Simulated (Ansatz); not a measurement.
In doubt: one-shot GW on d or f shells is unsure (in some of the runs), so the values of those runs are not to be relied on.

Consider GaCuSe2 (I-42d).

```cif
data_structure
_symmetry_space_group_name_H-M 'P 1'
_symmetry_Int_Tables_number 1
_cell_length_a 6.7956
_cell_length_b 6.7956
_cell_length_c 6.7956
_cell_angle_alpha 131.158
_cell_angle_beta 131.158
_cell_angle_gamma 71.562
_cell_volume 174.07
loop_
_atom_site_label
_atom_site_type_symbol
_atom_site_fract_x
_atom_site_fract_y
_atom_site_fract_z
_atom_site_occupancy
Ga1 Ga 0.50000 0.50000 0.00000 1
Ga2 Ga 0.25000 0.75000 0.50000 1
Cu3 Cu 0.00000 0.00000 0.00000 1
Cu4 Cu 0.75000 0.25000 0.50000 1
Se5 Se 0.37500 0.37562 0.50062 1
Se6 Se 0.62438 0.12500 0.99938 1
Se7 Se 0.87500 0.87438 0.49938 1
Se8 Se 0.12562 0.62500 0.00062 1
```

The cell and positions come from the Crystallography Open Database and are kept as given unless a step says otherwise.

Gaps computed with Ansatz 0.2.0 without a self-energy: PBE 0.23 eV, PBE+SOC 0.20 eV, r2SCAN 0.63 eV, PBE0 2.05 eV and DDH-PBE0 0.83 eV. The mean ε∞ by PBE perturbation theory is 11.17.

**Question.** What gap should G0W0 on PBE give (4×4×4 mesh, 954 empty bands, screening to 180 eV, PAW set soft_1 files)?

About 0.66 eV: on its mesh the run moves the gap from 0.23 eV by +0.43 eV. Among the scalar-relativistic levels given, r2SCAN is nearest (−0.03 eV). One-shot corrections scale roughly with one over ε∞, here 0.09. Spin-orbit coupling is not in that value; its −0.03 eV at the PBE level would bring it to about 0.63 eV. Bands and cutoff are finite, so the gap is not at the basis limit. The miss can reach some tenths of an eV and take either sign; the mesh is an error of its own. The 4×4×4 mesh is coarse for this cell (its supercell is 27 Å along the shortest edge). The RPA ε∞ on it, from the PBE start, is 45.69 and 136.08; such meshes misread the long-range screening, most where the gap is narrow. The RPA ε∞ on this mesh reaches over 25; with a narrow direct gap a coarse mesh can overstate it, and the correction is then too small. A d shell, filled or nearly so, lies near the gap. One-shot GW converges very slowly in bands there, not always from below, and on a semilocal start the gap tends to come out low; starts rich in exact exchange can overshoot instead. The many-body steps are scalar-relativistic: spin-orbit coupling is not in them.

[Paths, hosts, dates, memory and timing lines, banners, echoed tables and standing remarks are left out of the program output.]

[Logs are printed without paths, hosts, clocks, repeated set-up lines and the standing remarks that a program may print on its own settings, such as how far it seeks lower states.]

[Runs of the session that timed out or met a known fault of the program may be left out.]

[Cells called generated may have been cut or substituted from an entry of the Crystallography Open Database or the Materials Project.]

[Hosts, paths, dates, database ids (printed as entryN), source tags and the programs' standing remarks are cut or masked in the printed files.]
